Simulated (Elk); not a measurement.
# Double counting and the size of U in CmSe2, part 2 of 2

Wanted: spin and orbital moments of CmSe2 under several sizes and forms of the Hubbard term.

Elk 11.2.3 (patched build); PBE; all-electron APW+lo, Dirac cores, scalar-relativistic bands with second-variational spin-orbit coupling.

So far, largest spin moment in the muffin-tin sphere (μB): step 2 (No U) 6.46; step 3 (U = 4.00 eV, J = 0.50 eV on Cm f (fully localised)) 6.28.

**4. U = 2.00 eV, J = 0.50 eV on Cm f (around mean field)**

Level of this step: PBE with U = 2.00 eV, J = 0.50 eV on Cm f (around mean field); all-electron APW+lo, Dirac cores, scalar-relativistic bands with second-variational spin-orbit coupling (Elk).

Around-mean-field double counting counts from equal filling of a spin's orbitals, which suits more itinerant shells.

elk.in

```
tasks
  0
  15

xctype
  20

rgkmax
  7.0

nempty
  12

swidth
  0.001

reducebf
  0.7

epsengy
  1e-05

maxscl
  150

lmaxi
  3

spinorb
  .true.

cmagz
  .true.

spinpol
  .true.

tmwrite
  .true.

sppath
  './'

avec
  7.74031820647 0.00000000000 0.00000000000
  0.00000000000 7.74031820647 0.00000000000
  0.00000000000 0.00000000000 15.81511793699

atoms
  2
  'Cm.in'
  2
  0.5000000000 0.0000000000 0.2700000000   0.000000 0.000000 -0.750000
  0.0000000000 0.5000000000 0.7300000000   0.000000 0.000000 0.750000
  'Se.in'
  4
  0.0000000000 0.0000000000 0.0000000000   0.000000 0.000000 0.000000
  0.5000000000 0.5000000000 0.0000000000   0.000000 0.000000 0.000000
  0.5000000000 0.0000000000 0.6300000000   0.000000 0.000000 0.000000
  0.0000000000 0.5000000000 0.3700000000   0.000000 0.000000 0.000000

ngridk
  4 4 2

dft+u
  2 1
  1 3 0.073499 0.018375
```

The run is started by

```sh
$ OMP_NUM_THREADS=16 elk
```

Numbers of over 12 decimals in the logs are rounded to 6 here.

What it wrote:

```text
Warning(gndstate): forces or DFT+U at lmaxo under 8 : 6
  [figures from our tests cut]: type lmaxo 8 and lmaxapw 10
Warning(chksvso): spin-orbit splittings by the second variation are low [figures from our tests cut]: local-orbitals by j (lorbdm 7 and 8, zora) mend levels alone

--- INFO.OUT ---
┌─────────────────────────┐
│ Elk code version 11.2.3 │
└─────────────────────────┘

All units are atomic (Hartree, Bohr, etc.)

┌─────────────────────────────────────────────────┐
│ Ground-state run starting from atomic densities │
[...]
interstitial                :   0.3083047088E-16
 muffin-tins
  species : 1 (Cm)
   atom 1                    :   -3.211262313
   atom 2                    :    3.211262313
  species : 2 (Se)
   atom 1                    :   0.2293675029E-21
   atom 2                    :   0.2293675029E-21
   atom 3                    :  -0.4504463691E-02
   atom 4                    :   0.4504463691E-02
 total in muffin-tins        :   0.1734723476E-17
 total moment                :   0.3256519435E-16

┌──────────────────────────────┐
│ Self-consistent loop stopped │
└──────────────────────────────┘

Warning : forces or DFT+U at lmaxo under 8 : 6

Wrote STATE.OUT

[key lines of the parts left out:]
total energy                :     -72454.465210399
```

The job ended after 11 min (16 threads of Arm Neoverse N1, shared host; peak memory 3.4 GiB).

Read from the output:

- density of states at the Fermi level: 0.08527 states/eV/cell
- moment between the spheres: 0 μB
- magnetization: 0 μB
- final state: antiferromagnetic
- largest moment: 3.211 μB

The seeded moments ended reversed as a whole, which leaves the pattern as it was.

The largest spin moment is -3.25 μB from that of the first run.

**5. A Yukawa screening of 3 1/bohr on Cm f (fully localised)**

Only the screening constant of the Yukawa potential is typed; U and J both come out of the radial functions.

elk.in: that of step 4 with these lines changed.

```diff
@@ -65,3 +65,3 @@
 dft+u
-  2 1
-  1 3 0.073499 0.018375
+  1 4
+  1 3 3.000000
```

The run is started by

```sh
$ OMP_NUM_THREADS=16 elk
```

What it wrote:

```text
Warning(gndstate): forces or DFT+U at lmaxo under 8 : 6
  [figures from our tests cut]: type lmaxo 8 and lmaxapw 10
Warning(chksvso): spin-orbit splittings by the second variation are low [figures from our tests cut]: local-orbitals by j (lorbdm 7 and 8, zora) mend levels alone

--- INFO.OUT ---
┌─────────────────────────┐
│ Elk code version 11.2.3 │
└─────────────────────────┘

All units are atomic (Hartree, Bohr, etc.)

┌─────────────────────────────────────────────────┐
│ Ground-state run starting from atomic densities │
[...]
interstitial                :  -0.2241205426E-16
 muffin-tins
  species : 1 (Cm)
   atom 1                    :    6.345187021
   atom 2                    :   -6.345187021
  species : 2 (Se)
   atom 1                    :   0.4973206236E-20
   atom 2                    :   0.4973206236E-20
   atom 3                    :   0.1413336813E-01
   atom 4                    :  -0.1413336813E-01
 total in muffin-tins        :  -0.1776356839E-14
 total moment                :  -0.1798768894E-14

┌──────────────────────────────┐
│ Self-consistent loop stopped │
└──────────────────────────────┘

Warning : forces or DFT+U at lmaxo under 8 : 6

Wrote STATE.OUT

[key lines of the parts left out:]
total energy                :     -72454.370597982
```

Wall time 5.8 min (16 threads); peak memory 3.5 GiB; 90 min of CPU time.

Numbers from this step:

* density of states at the Fermi level: 0.02316 states/eV/cell
* moment between the spheres: 0 μB
* magnetization: 0 μB
* final state: antiferromagnetic
* largest moment: 6.345 μB

The largest spin moment is -0.12 μB from that of the first run.

FDU.OUT:

```text

   1   3 : species, l
  0.6198746997E-01 : F^(0)
  0.1680801140     : F^(2)
  0.1667293539     : F^(4)
  0.1442851492     : F^(6)
  0.6198746997E-01 : U
  0.1812811561E-01 : J
   3.000000000     : screening length λ
```

In eV, for the first corrected species: U = 1.69, J = 0.49.

**6. U = 2.00 eV, J = 0.50 eV on Cm f (fully localised)**

The same form with other values shows how far the result hangs on them.

elk.in: that of step 5 with these lines changed.

```diff
@@ -65,3 +65,3 @@
 dft+u
-  1 4
-  1 3 3.000000
+  1 1
+  1 3 0.073499 0.018375
```

The run is started by

```sh
$ OMP_NUM_THREADS=16 elk
```

What it wrote:

```text
Warning(gndstate): failed to reach self-consistency after 150 loops
Warning(gndstate): forces or DFT+U at lmaxo under 8 : 6
  [figures from our tests cut]: type lmaxo 8 and lmaxapw 10
Warning(chksvso): spin-orbit splittings by the second variation are low [figures from our tests cut]: local-orbitals by j (lorbdm 7 and 8, zora) mend levels alone

--- INFO.OUT ---
┌─────────────────────────┐
│ Elk code version 11.2.3 │
└─────────────────────────┘

All units are atomic (Hartree, Bohr, etc.)

[...]
interstitial                :  -0.1576701620E-16
 muffin-tins
  species : 1 (Cm)
   atom 1                    :   -2.326478280
   atom 2                    :    2.326478280
  species : 2 (Se)
   atom 1                    :   0.3744384416E-20
   atom 2                    :   0.3744384416E-20
   atom 3                    :  -0.1199789817E-01
   atom 4                    :   0.1199789817E-01
 total in muffin-tins        :   0.4440892099E-15
 total moment                :   0.4283221937E-15

┌──────────────────────────────┐
│ Self-consistent loop stopped │
└──────────────────────────────┘

Warning : forces or DFT+U at lmaxo under 8 : 6

Wrote STATE.OUT

[key lines of the parts left out:]
total energy                :     -72454.274439375
```

Elapsed: 31 min, on 16 threads; peak memory 3.6 GiB.

The run stopped without converging, so none of its numbers is a property of the system.

More loops from the saved state are the next try.

After 150 loops the RMS change of the potential stands at 4e-06 Ha, and it does not fall steadily.

**7. The forms together**

```tsv
Hubbard term	state	largest spin moment (μB)	its orbital moment (μB)	CPU time
none	antiferromagnetic	6.460	0.228	80 min
U = 4.00 eV, J = 0.50 eV on Cm f (fully localised)	antiferromagnetic	6.280	0.333	2.1 h
U = 2.00 eV, J = 0.50 eV on Cm f (around mean field)	antiferromagnetic	3.211	1.761	2.9 h
a Yukawa screening of 3 1/bohr on Cm f (fully localised)	antiferromagnetic	6.345	0.287	90 min
```

**8. What came out**

- range of the spin moment: 3.21 to 6.46 μB
- range of the orbital moment: 0.23 to 1.8 μB

What this shows: Over the forms that converged the largest spin moment runs from 3.21 to 6.46 μB. 1 did not converge and is missing. Against no U, U = 4.00 eV, J = 0.50 eV on Cm f in the fully localised form lowers the moment by 0.18 μB. It enlarges the orbital moment by a factor of 1.5. Total energies under different Hubbard terms can't be compared. Open f shells have many stationary orbital fillings, so the state need not be the lowest. With a GGA and lmaxo under 10 this build's totals carry angular errors that reach some ten meV an atom in oxides, so smaller differences are in doubt.

[Logs and program files are shortened in this print: banners, set-up blocks, solver, clock and traceback lines can be left out without a mark of their own.]

[Logs are printed without paths, hosts, clocks, repeated set-up lines and the standing remarks that a program may print on its own settings, such as how far it seeks lower states.]

[Hosts, paths, dates, database ids (printed as entryN), source tags and the programs' standing remarks are cut or masked in the printed files.]

[Where a cell is said to come from a database of computed structures, the database is the Materials Project.]
